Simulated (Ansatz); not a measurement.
## A hypothetical structure for LuScAl5

This structure for LuScAl5 is made up. Its elements were placed in a known structure type with a cell scaled to their sizes. What cell does the guess relax to, and how far off was it?

Method: DFT, PBEsol, plane-wave PAW, files of the set soft_1, scalar-relativistic, no spin, cell and ions relaxed at zero pressure; PAW set soft_1, in the first sound run; inputs show where later runs differ, in Ansatz 0.2.0.

### 1. Starting point

The structure is tetragonal, space group P4/mmm (No. 123). Conventional cell: a = 4.328 Å, b = 4.328 Å, c = 6.966 Å, α = 90.00°, β = 90.00°, γ = 90.00°. Nearest to Lu lie 12 Al at 3.00 to 3.06 Å. Nearest to Sc lie 8 Al at 2.58 Å. Nearest to Al lie 2 Sc at 2.58 Å and 3 Al at 2.80 to 3.00 Å and 2 Lu at 3.00 Å. Al has 8 Al at 3.00 Å and 4 Lu at 3.06 Å nearest. Farther neighbours are not listed.

### 2. Relaxing cell and atoms

The guess takes its coordinates from another compound and its volume from a rule, so the cell and any free coordinates are relaxed together.

Contents of input.yaml:

```yaml
crystal:
  lattice:
    - [4.328, 0.0, 0.0]
    - [0.0, 4.328, 0.0]
    - [0.0, 0.0, 6.966]
  atoms:
    - { symbol: Lu, position: [0.0, 0.0, 0.0] }
    - { symbol: Sc, position: [0.0, 0.0, 0.5] }
    - { symbol: Al, position: [0.5, 0.0, 0.7012] }
    - { symbol: Al, position: [0.0, 0.5, 0.7012] }
    - { symbol: Al, position: [0.5, 0.0, 0.2988] }
    - { symbol: Al, position: [0.0, 0.5, 0.2988] }
    - { symbol: Al, position: [0.5, 0.5, 0.0] }
kpoints:
  mp_grid: { grid: [6, 6, 4] }
scf:
  occupations: { method: fermi_dirac, width: 0.05 }
hamiltonian:
  xc: pbesol
  pseudopotentials: { kind: paw, azcp: { folder: soft_1 }, xc_functional: pbe }
relax:
  f_tol: 0.015
  max_steps: 70
  cell: {}
output:
  forces: true
  stress: true
```

The run is started by

```bash
> ansatz run input.yaml --threads 4 --pin off --max-ram 10240MiB --backend cpu --events-out ev --progress --plain --runs-dir out
```

Numbers of over 12 decimals in the logs are rounded to 6 here.

The log of the run:

```text
Engine: ansatz 0.2.0, x86_64-unknown-linux-gnu
Pseudopotentials: kind: paw
Pseudopotential: Lu, paw, valence charge 25, recommended cutoff 420 eV (normal), soft_1/Lu.paw.azcp
Pseudopotential: Sc, paw, valence charge 11, recommended cutoff 420 eV (normal), soft_1/Sc.paw.azcp
Pseudopotential: Al, paw, valence charge 3, recommended cutoff 420 eV (normal), soft_1/Al.paw.azcp
Functional definition: PBEsol
  exchange = pbesol_x
  correlation = pbesol_c
Crystal: 7 atoms, lattice volume = 130.484 Å³
Basis set: ecut = 420 eV, 2559 PW (Γ), exchange–correlation on 60×60×96 points (8 copies of the dense FFT grid, shifted against one another)
Bands: 33, of which v1, the nominal top of the filled ones, is band 26 counted from 1 (25 counted from 0)
Symmetry: 16 space group operations
Space group: P4/mmm (ITA 123), of the structure as read, at distance tolerance 5.1e-5 Å
k-points: 30 of 144
Non-local potential: Lu, projectors of the file, l = 0: 3, l = 1: 2, l = 2: 2, l = 3: 3
Non-local potential: Sc, projectors of the file, l = 0: 3, l = 1: 2, l = 2: 3, l = 3: 1
Non-local potential: Al, projectors of the file, l = 0: 2, l = 1: 2, l = 2: 1
PAW form: soft (Blöchl's): semilocal exchange-correlation on the pseudo side does not see the compensation charge
PAW frozen core: Lu, regenerated for the run's functional, and the local potential with it (the file was generated under x = pbe(κ = 0.804, μ = 0.219515), c = pbe(β = 0.066725))
PAW frozen core: Sc, regenerated for the run's functional, and the local potential with it (the file was generated under x = pbe(κ = 0.804, μ = 0.219515), c = pbe(β = 0.066725))
PAW frozen core: Al, regenerated for the run's functional, and the local potential with it (the file was generated under x = pbe(κ = 0.804, μ = 0.219515), c = pbe(β = 0.066725))
PAW one-centre angular grid: Lu, 590 points (default); XC on 64 Gauss nodes
PAW one-centre angular grid: Sc, 590 points (default); XC on 64 Gauss nodes
PAW one-centre angular grid: Al, 110 points (default); XC on 64 Gauss nodes
Initial density: superposition of atomic densities (chi_scale 0.1, normalization cell, long waves kept (reshape's long-wave potential 0.02 eV rms))
Initial wavefunctions: pseudopotential atomic-orbital guess
Functional: x = pbesol(κ = 0.804, μ = 0.123457), c = pbesol(β = 0.046)
SCF iter   1: F=—  HF=-19348.408692 eV  |F-HF|=—  |Δ(HF+E_count)|=         —  Δρ=4.08e-2  dr2=7.41e0  ethr=3.10e-3  ⟨swp⟩=8.0  Hψ=4962  notcnv=0
preconditioner: auto → Kerker (q_TF=auto, 2.333 Å⁻¹)  [metal: Δε(μ)=0.045 eV  Ē_g=5.535 eV  σ=0.050 eV  W_gap=0.22  n_scr=36 (ndim 8)  ℏωp=19.2 eV  f_vac=0.000  D(μ)=3.29/eV (n_scr^D=20)]
SCF iter   2: F=—  HF=-19347.505844 eV  |F-HF|=—  |Δ(HF+E_count)|=   9.03e-1  Δρ=2.45e-2  dr2=2.61e0  ethr=3.10e-3  ⟨swp⟩=2.3  Hψ=1416  notcnv=0  defer=17
SCF iter   3: F=—  HF=-19346.926548 eV  |F-HF|=—  |Δ(HF+E_count)|=   5.79e-1  Δρ=4.45e-3  dr2=4.24e-2  ethr=3.10e-3  ⟨swp⟩=3.1  Hψ=1752  notcnv=0  defer=17
SCF iter   4: F=—  HF=-19346.927145 eV  |F-HF|=—  |Δ(HF+E_count)|=   5.97e-4  Δρ=4.63e-3  dr2=2.35e-2  ethr=8.31e-5  ⟨swp⟩=3.7  Hψ=2842  notcnv=0  defer=20
SCF iter   5: F=—  HF=-19346.904273 eV  |F-HF|=—  |Δ(HF+E_count)|=   2.29e-2  Δρ=1.04e-3  dr2=3.12e-3  ethr=4.62e-5  ⟨swp⟩=3.0  Hψ=2142  notcnv=0  defer=20
SCF iter   6: F=—  HF=-19346.903734 eV  |F-HF|=—  |Δ(HF+E_count)|=   5.39e-4  Δρ=2.62e-4  dr2=2.65e-4  ethr=6.13e-6  ⟨swp⟩=2.2  Hψ=1731  notcnv=0  defer=20
SCF iter   7: F=—  HF=-19346.903720 eV  |F-HF|=—  |Δ(HF+E_count)|=   1.39e-5  Δρ=9.12e-5  dr2=1.53e-5  ethr=5.21e-7  ⟨swp⟩=2.0  Hψ=1570  notcnv=0  defer=20
SCF iter   8: F=—  HF=-19346.903711 eV  |F-HF|=—  |Δ(HF+E_count)|=   9.61e-6  Δρ=2.87e-5  dr2=1.25e-6  ethr=3.00e-8  ⟨swp⟩=2.0  Hψ=1661  notcnv=0  defer=20
SCF iter   9: F=—  HF=-19346.903711 eV  |F-HF|=—  |Δ(HF+E_count)|=   4.61e-7  Δρ=9.39e-6  dr2=7.16e-8  ethr=1.96e-10  ⟨swp⟩=4.4  Hψ=5156  notcnv=0
SCF iter  10: F=-19346.903711 eV  HF=-19346.903711 eV  |F-HF|=1.48e-9  |Δ(HF+E_count)|=   4.77e-8  Δρ=1.87e-6  dr2=3.51e-9  ethr=1.40e-10  ⟨swp⟩=5.3  Hψ=4065  notcnv=0
SCF 1 converged in 10 iterations: F = -19346.903711 eV  dr2 = 3.51e-9
  greatest PAW one-centre occupation: 0.998 electrons in one spin orbital (limit 2), on the Sc atom at site 1 (counted from 0), in its partial waves of l = 0
relax step   1: F+E_penalty+E_count = -19346.90371119 eV  Δ(F+E_penalty+E_count) = +0.000e0 eV  max|allowed force component| = 1.462e0 eV/Å  Δτ_max = 0.0000 Å  P = +5.428 GPa  Ω = 130.484 Å³  (10 SCF iters, dr2 threshold 1.00e-7 eV, accepted)
Crystal: 7 atoms, lattice volume = 135.743 Å³
Basis set: ecut = 420 eV, 2663 PW (Γ), exchange–correlation on 60×60×96 points (8 copies of the dense FFT grid, shifted against one another)
Initial density: handed on by an earlier stage of this run
Initial wavefunctions: those handed on with the density
SCF iter   1: F=—  HF=-19347.823176 eV  |F-HF|=—  |Δ(HF+E_count)|=         —  Δρ=1.71e-2  dr2=2.16e0  ethr=3.10e-3  ⟨swp⟩=10.9  Hψ=5708  notcnv=0
preconditioner: auto → Kerker (q_TF=auto, 2.318 Å⁻¹)  [metal: Δε(μ)=0.080 eV  Ē_g=5.931 eV  σ=0.050 eV  W_gap=0.37  n_scr=36 (ndim 8)  ℏωp=18.9 eV  f_vac=0.000  D(μ)=2.69/eV (n_scr^D=16)]
SCF iter   2: F=—  HF=-19347.569567 eV  |F-HF|=—  |Δ(HF+E_count)|=   2.54e-1  Δρ=6.30e-3  dr2=3.23e-1  ethr=3.10e-3  ⟨swp⟩=3.6  Hψ=1749  notcnv=0  defer=25
SCF iter   3: F=—  HF=-19347.536609 eV  |F-HF|=—  |Δ(HF+E_count)|=   3.30e-2  Δρ=3.47e-3  dr2=2.65e-2  ethr=6.33e-4  ⟨swp⟩=4.3  Hψ=1974  notcnv=0  defer=26
SCF iter   4: F=—  HF=-19347.542140 eV  |F-HF|=—  |Δ(HF+E_count)|=   5.53e-3  Δρ=3.05e-3  dr2=2.15e-2  ethr=5.20e-5  ⟨swp⟩=4.0  Hψ=2989  notcnv=0  defer=21
SCF iter   5: F=—  HF=-19347.529136 eV  |F-HF|=—  |Δ(HF+E_count)|=   1.30e-2  Δρ=1.16e-3  dr2=2.66e-3  ethr=4.22e-5  ⟨swp⟩=3.1  Hψ=2622  notcnv=0  defer=21
SCF iter   6: F=—  HF=-19347.528677 eV  |F-HF|=—  |Δ(HF+E_count)|=   4.59e-4  Δρ=2.86e-4  dr2=1.92e-4  ethr=5.21e-6  ⟨swp⟩=2.2  Hψ=2136  notcnv=0  defer=19
SCF iter   7: F=—  HF=-19347.528602 eV  |F-HF|=—  |Δ(HF+E_count)|=   7.48e-5  Δρ=1.02e-4  dr2=1.95e-5  ethr=3.77e-7  ⟨swp⟩=2.8  Hψ=2012  notcnv=0  defer=19
SCF iter   8: F=—  HF=-19347.528604 eV  |F-HF|=—  |Δ(HF+E_count)|=   1.59e-6  Δρ=7.41e-5  dr2=1.16e-5  ethr=3.83e-8  ⟨swp⟩=2.7  Hψ=2040  notcnv=0  defer=19
SCF iter   9: F=—  HF=-19347.528602 eV  |F-HF|=—  |Δ(HF+E_count)|=   1.87e-6  Δρ=4.35e-5  dr2=3.86e-6  ethr=2.28e-8  ⟨swp⟩=2.1  Hψ=1504  notcnv=0  defer=19
SCF iter  10: F=-19347.528601 eV  HF=-19347.528601 eV  |F-HF|=7.30e-8  |Δ(HF+E_count)|=   6.38e-7  Δρ=7.40e-6  dr2=1.04e-7  ethr=1.37e-9  ⟨swp⟩=5.0  Hψ=5468  notcnv=0
[...]
SCF iter   3: F=—  HF=-19347.671244 eV  |F-HF|=—  |Δ(HF+E_count)|=   2.63e-3  Δρ=6.18e-4  dr2=7.12e-4  ethr=3.11e-5  ⟨swp⟩=2.2  Hψ=1557  notcnv=0
SCF iter   4: F=—  HF=-19347.671336 eV  |F-HF|=—  |Δ(HF+E_count)|=   9.18e-5  Δρ=7.79e-4  dr2=6.70e-4  ethr=1.40e-6  ⟨swp⟩=3.8  Hψ=2650  notcnv=0
SCF iter   5: F=—  HF=-19347.670773 eV  |F-HF|=—  |Δ(HF+E_count)|=   5.63e-4  Δρ=1.76e-4  dr2=6.58e-5  ethr=1.31e-6  ⟨swp⟩=3.2  Hψ=2385  notcnv=0  defer=4
SCF iter   6: F=—  HF=-19347.670742 eV  |F-HF|=—  |Δ(HF+E_count)|=   3.11e-5  Δρ=7.40e-5  dr2=2.08e-5  ethr=1.29e-7  ⟨swp⟩=3.4  Hψ=2257  notcnv=0  defer=4
SCF iter   7: F=—  HF=-19347.670739 eV  |F-HF|=—  |Δ(HF+E_count)|=   2.37e-6  Δρ=2.45e-5  dr2=2.19e-6  ethr=4.07e-8  ⟨swp⟩=2.6  Hψ=1740  notcnv=0  defer=4
SCF iter   8: F=—  HF=-19347.670739 eV  |F-HF|=—  |Δ(HF+E_count)|=   1.62e-7  Δρ=2.14e-5  dr2=1.37e-6  ethr=1.37e-9  ⟨swp⟩=6.4  Hψ=4933  notcnv=0
SCF iter   9: F=-19347.670739 eV  HF=-19347.670739 eV  |F-HF|=2.68e-8  |Δ(HF+E_count)|=   1.40e-7  Δρ=4.09e-6  dr2=3.76e-8  ethr=1.37e-9  ⟨swp⟩=4.5  Hψ=4894  notcnv=0
SCF 3 converged in 9 iterations: F = -19347.670739 eV  dr2 = 3.76e-8
relax step   3: F+E_penalty+E_count = -19347.67073903 eV  Δ(F+E_penalty+E_count) = -1.421e-1 eV  max|allowed force component| = 6.772e-2 eV/Å  Δτ_max = 0.0152 Å  P = -0.005 GPa  Ω = 137.774 Å³  energy of the carried Pulay correction = -1.298e-3 eV  (9 SCF iters, dr2 threshold 7.00e-7 eV, accepted)
[... from here on, the SCF cycles and remarks between the steps are left out ...]
relax step   4: F+E_penalty+E_count = -19347.79542408 eV  Δ(F+E_penalty+E_count) = -1.247e-1 eV  max|allowed force component| = 6.038e-2 eV/Å  Δτ_max = 0.0308 Å  P = +0.387 GPa  Ω = 136.804 Å³  energy of the carried Pulay correction = -1.130e-3 eV  (10 SCF iters, dr2 threshold 7.00e-7 eV, accepted)
relax step   5: F+E_penalty+E_count = -19347.88512347 eV  Δ(F+E_penalty+E_count) = -8.970e-2 eV  max|allowed force component| = 2.677e-2 eV/Å  Δτ_max = 0.0334 Å  P = +0.626 GPa  Ω = 136.463 Å³  energy of the carried Pulay correction = -1.070e-3 eV  (9 SCF iters, dr2 threshold 7.00e-7 eV, accepted)
relax step   6: F+E_penalty+E_count = -19347.88276271 eV  Δ(F+E_penalty+E_count) = +2.361e-3 eV  max|allowed force component| = 4.066e-2 eV/Å  Δτ_max = 0.0283 Å  P = -1.139 GPa  Ω = 139.874 Å³  energy of the carried Pulay correction = -1.659e-3 eV  (8 SCF iters, dr2 threshold 7.00e-7 eV, rejected (line search))
relax step   7: F+E_penalty+E_count = -19347.89461963 eV  Δ(F+E_penalty+E_count) = -9.496e-3 eV  max|allowed force component| = 4.725e-3 eV/Å  Δτ_max = 0.0126 Å  P = +0.068 GPa  Ω = 137.495 Å³  energy of the carried Pulay correction = -1.250e-3 eV  (12 SCF iters, accepted)
relax step   8: F+E_penalty+E_count = -19347.89468558 eV  Δ(F+E_penalty+E_count) = -6.595e-5 eV  max|allowed force component| = 1.700e-4 eV/Å  Δτ_max = 0.0016 Å  P = -0.003 GPa  Ω = 137.633 Å³  energy of the carried Pulay correction = -1.274e-3 eV  (7 SCF iters, dr2 threshold 3.85e-8 eV, accepted)
relax step   9: F+E_penalty+E_count = -19347.90856412 eV  Δ(F+E_penalty+E_count) = -1.388e-2 eV  max|allowed force component| = 1.743e-3 eV/Å  Δτ_max = 0.0000 Å  P = +0.106 GPa  Ω = 137.633 Å³  stress off target by 3.01e-1 GPa  SCF on the basis re-selected at this cell (its energy is not comparable with the rows above)  (8 SCF iters)
relax step  10: F+E_penalty+E_count = -19347.90905983 eV  Δ(F+E_penalty+E_count) = -4.957e-4 eV  max|allowed force component| = 2.053e-4 eV/Å  Δτ_max = 0.0022 Å  P = +0.033 GPa  Ω = 137.778 Å³  energy of the carried Pulay correction = -3.043e-5 eV  (8 SCF iters, dr2 threshold 2.27e-7 eV, accepted)
iter 1 solved again at ethr=1.12e-7 eV; its pass at ethr=3.10e-3 eV (dr2=5.70e-5 eV) is discarded
SCF iter   1: F=—  HF=-19347.909067 eV  |F-HF|=—  |Δ(HF+E_count)|=         —  Δρ=9.58e-6  dr2=5.77e-8  ethr=1.12e-7  ⟨swp⟩=4.9  Hψ=9155  notcnv=0
preconditioner: auto → Kerker (q_TF=auto, 2.312 Å⁻¹)  [metal: Δε(μ)=0.038 eV  Ē_g=5.684 eV  σ=0.050 eV  W_gap=0.18  n_scr=38 (ndim 8)  ℏωp=18.7 eV  f_vac=0.000  D(μ)=3.41/eV (n_scr^D=16)]
SCF iter   2: F=—  HF=-19347.909080 eV  |F-HF|=—  |Δ(HF+E_count)|=   1.29e-5  Δρ=4.39e-6  dr2=4.07e-9  ethr=1.13e-10  ⟨swp⟩=3.2  Hψ=2565  notcnv=0
SCF iter   3: F=—  HF=-19347.909080 eV  |F-HF|=—  |Δ(HF+E_count)|=   7.61e-9  Δρ=2.57e-6  dr2=9.93e-10  ethr=7.97e-12  ⟨swp⟩=2.3  Hψ=1905  notcnv=0
SCF iter   4: F=—  HF=-19347.909080 eV  |F-HF|=—  |Δ(HF+E_count)|=   2.82e-9  Δρ=1.28e-6  dr2=4.63e-10  ethr=1.95e-12  ⟨swp⟩=3.0  Hψ=2149  notcnv=0
SCF iter   5: F=-19347.909080 eV  HF=-19347.909080 eV  |F-HF|=5.09e-11  |Δ(HF+E_count)|=  8.33e-10  Δρ=2.38e-7  dr2=4.20e-11  ethr=1.00e-12  ⟨swp⟩=5.3  Hψ=5837  notcnv=0
SCF 11 converged in 5 iterations: F = -19347.909080 eV  dr2 = 4.20e-11
relax step  11: F+E_penalty+E_count = -19347.90908031 eV  Δ(F+E_penalty+E_count) = -2.048e-5 eV  max|allowed force component| = 1.175e-4 eV/Å  Δτ_max = 0.0000 Å  P = +0.034 GPa  Ω = 137.778 Å³  stress off target by 3.74e-2 GPa  SCF on the basis re-selected at this cell (its energy is not comparable with the rows above)  (5 SCF iters)
basis re-selected at this cell: Δ(F+E_penalty+E_count) = -2.048e-5 eV, ΔP = +0.000 GPa vs the last step (what re-selecting the basis moved, of the pressure what is left beyond the Pulay correction that the steps carried, after the strain that the cell walked since its last selection, with what the two solves' SCF thresholds leave and, on support functions, any second-order correction that the steps lacked; it is no m [...]
SCF converged after 5 iterations
Free energy (F): -19347.909080 eV
Harris-Foulkes:  -19347.909080 eV  (|F-HF|=5.09e-11)
Internal energy: -19347.881876 eV  (E = F + TS)
E sigma→0 (E₀):  -19347.895478 eV
Entropy (-TS):   -0.027204 eV (-3.886 meV/atom)
Fermi energy:    8.547163 eV
--- Per-component energies (eV) ---
  E_band       = -221.232996
  E_kinetic    = 743.243406
  E_local      = -10232.542785  (includes V_loc(G=0)·N_el)
  E_nonlocal   = 878.046209
  E_hartree    = 4405.077347
  E_xc         = -479.463694
  E_vxc        = -505.271871  (∫ρ·V_xc dr)
  E_paw        = -10551.129193  (= ΣΔE_a)
  E_vpaw       = 85.137298  (= ΣTr[D̂ρ^β])
  E_aug_tail   = 0.000010  (compensation charges beyond the density's cutoff)
  E_ewald      = -4112.529782
  E_core_change = 1.416605  (= ΣΔE_core)
  E_smearing   = -0.027204  (= −TS)
  E_closure    = 0.000000  (closes the sum)
  Σ components = -19347.909080   (vs F -19347.909080, Δ=0.00e0)
--- Forces (eV/Å), atoms counted from 1 ---
  atom   1  Lu    -0.00000000    -0.00000000     0.00000000
  atom   2  Sc    -0.00000000     0.00000000     0.00000000
  atom   3  Al     0.00000000     0.00000000    -0.00011749
  atom   4  Al    -0.00000000     0.00000000    -0.00011749
  atom   5  Al     0.00000000     0.00000000     0.00011749
  atom   6  Al    -0.00000000     0.00000000     0.00011749
  atom   7  Al     0.00000000     0.00000000     0.00000000
  max |Σ_I F_I| component: 2.37e-30 eV/Å
--- Stress (GPa, compression-positive) ---
        0.031623       0.000000       0.000000
        0.000000       0.031623       0.000000
        0.000000       0.000000       0.037391
  P = ⅓ Tr σ = 0.0335 GPa (0.335 kbar)
--- Relaxed structure (9 steps of the walk, 8 accepted, 2 SCFs on fresh bases) ---
  F+E_penalty+E_count = -19347.90908031 eV   max|allowed force component| = 1.175e-4 eV/Å   (the final SCF, on the basis selected at the relaxed cell)
  cell:  # Å, volume = 137.7776 Å³
    - [4.103344, 0, 0.0]
    - [0, 4.103344, 0.0]
    - [0.0, 0.0, 8.182817]
  atoms:
    - { symbol: Lu, position: [0, 0, 1.1028347433509907e-18] }
    - { symbol: Sc, position: [0, 0, 0.500000] }
    - { symbol: Al, position: [0.500000, 0, 0.743035] }
    - { symbol: Al, position: [0, 0.500000, 0.743035] }
    - { symbol: Al, position: [0.500000, 0, 0.256965] }
    - { symbol: Al, position: [0, 0.500000, 0.256965] }
    - { symbol: Al, position: [0.500000, 0.500000, 1.1028347433509907e-18] }
```

It took 20 s on 4 threads of AMD EPYC 9R14 (Zen 4), shared host; peak memory 0.62 GiB; 70 s of CPU time.

The steps of the relaxation:

```csv
step,energy less that of the first step (eV),largest force component (eV/Å),pressure (GPa),volume (Å³)
1,0.0000,1.4620,5.43,130.48
2,-0.6249,0.0190,1.51,135.74
3,-0.7670,0.0677,0.00,137.77
4,-0.8917,0.0604,0.39,136.80
5,-0.9814,0.0268,0.63,136.46
6,-0.9791,0.0407,-1.14,139.87
7,-0.9909,0.0047,0.07,137.49
8,-0.9910,0.0002,0.00,137.63
9*,-1.0049,0.0017,0.11,137.63
10,-1.0053,0.0002,0.03,137.78
11*,-1.0054,0.0001,0.03,137.78
```

Relaxation steps marked * repeat the geometry before them on a plane-wave basis chosen anew for their cell, so energy and pressure can jump there. Relaxation step 6 was tried and not accepted.

Forces are held to the 16 operations that the run works with; a distortion that breaks them can't arise in this run.

| cell as run | before | after | change |
| --- | --- | --- | --- |
| a (Å) | 4.328 | 4.103 | -5.2 % |
| b (Å) | 4.328 | 4.103 | -5.2 % |
| c (Å) | 6.966 | 8.183 | +17.5 % |
| volume (Å³/atom) | 18.64 | 19.68 | +5.6 % |

The atoms that moved most (Å, as changes of fractional coordinates times the final cell):

| atom | dx | dy | dz | length |
| --- | --- | --- | --- | --- |
| Al4 | 0.000 | 0.000 | 0.342 | 0.342 |
| Al3 | 0.000 | 0.000 | 0.342 | 0.342 |
| Al6 | 0.000 | 0.000 | -0.342 | 0.342 |
| Al5 | 0.000 | 0.000 | -0.342 | 0.342 |

This step gave:

| Property | Result |
| --- | --- |
| free energy | -19347.9091 eV |
| energy at zero smearing | -19347.8955 eV |
| smearing term TS | 0.02720 eV |
| Fermi energy | 8.547 eV |
| electrons | 51 |
| symmetry operations | 16 |
| pressure | 0.03355 GPa |

The shortest distance of each pair, which need not be the same contact before and after:

| pair | guess (Å) | relaxed (Å) |
| --- | --- | --- |
| Al–Sc | 2.578 | 2.857 |
| Al–Lu | 3.003 | 2.902 |
| Al–Al | 2.803 | 2.902 |
| Lu–Sc | 3.483 | 4.091 |
| Lu–Lu | 4.328 | 4.103 |

The relaxation ends with a largest force component of 1.2e-4 eV/Å and a pressure of 0.03 GPa.

(Part 1 of 2 ends here.)

[Logs are printed without paths, hosts, clocks, repeated set-up lines and the standing remarks that a program may print on its own settings, such as how far it seeks lower states.]

[Hosts, paths, dates, database ids (printed as entryN), source tags and the programs' standing remarks are cut or masked in the printed files.]
